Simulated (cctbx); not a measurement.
## Which space group?

Cell: a = 11.0080 Å, b = 11.0080 Å, c = 11.0080 Å, α = 90.00°, β = 90.00°, γ = 90.00°. Expected content of the cell: Er8 Fe104.

The data are simulated with cctbx, not measured: Mo Kα, λ = 0.71073 Å, to d = 0.6 Å, 95 % of the full sphere, strongest reflection 70000 counts, noise from counting, a 3 % proportional error and a noise floor of 15 counts (s.d.); no absorption, some extinction.

Tests on the unmerged data give:

```text
24372 reflections to d = 0.601 A
centring   violations  <I/sigma> of those
    A          0 of 12185     -0.0
    B          0 of 12198     -0.0
    C          0 of 12197     -0.0
    I       1620 of 12168      2.7
    R       2896 of 16262      4.2
    F          0 of 18290     -0.0
Laue class    unique    Rint  (classes that these axes allow; Friedel mates merged)
F m m m           907   0.024
F m -3            309   0.026
F m -3 m          205   0.026
space group    extra absences  I>4sigma  <I/sigma>
F 4 3 2                 0          0         -  acentric
F -4 3 m                0          0         -  acentric
F -4 3 c              988          0       0.0  acentric
F m -3 m                0          0         -  centric
F m -3 c              988          0       0.0  centric
Wilson B = 1.21 A^2   <|E^2-1|> = 0.762 (0.968 centric, 0.736 acentric)   E^2>4: 0.6 %
shell (A)         n   <I/sigma>
 6.36 - 1.20     38     84.8
 1.20 - 0.95     26    100.7
 0.95 - 0.83     25     86.8
 0.83 - 0.76     24    100.0
 0.76 - 0.70     24     64.6
 0.70 - 0.66     25     86.9
 0.66 - 0.63     22     71.3
 0.63 - 0.60     21     87.7
```

**Question.** What are the lattice type, the Laue class and the likely space group?

The reflections that A, B, C and F centring forbids are absent (⟨I/σ⟩ near 0), so the lattice is F. F holds A, B and C together.

Rint stays low (0.024 to 0.026) up to F m -3 m, the highest class in these axes.

5 settings pass the absence test. The most absences obeyed, 988, belong to F -4 3 c and F m -3 c, which absences can't tell apart.

⟨|E²−1|⟩ = 0.762 leans to a non-centrosymmetric structure. Here that hint misleads: the statistic assumes many like atoms on general positions, and few, heavy or special-position atoms break it. The Wilson B of 1.21 Å² means U ≈ 0.0153 Å².

The true group is Fm-3c (no. 226), Laue class m-3m, centrosymmetric. The tables only narrow the choice to the tied entries; cell content, site symmetry and trial solutions must settle it.

The model is made up (kin elements in a known structure type, no relaxation), so it says nothing on whether the phase exists.

[Logs are printed without paths, hosts, clocks, repeated set-up lines and the standing remarks that a program may print on its own settings, such as how far it seeks lower states.]
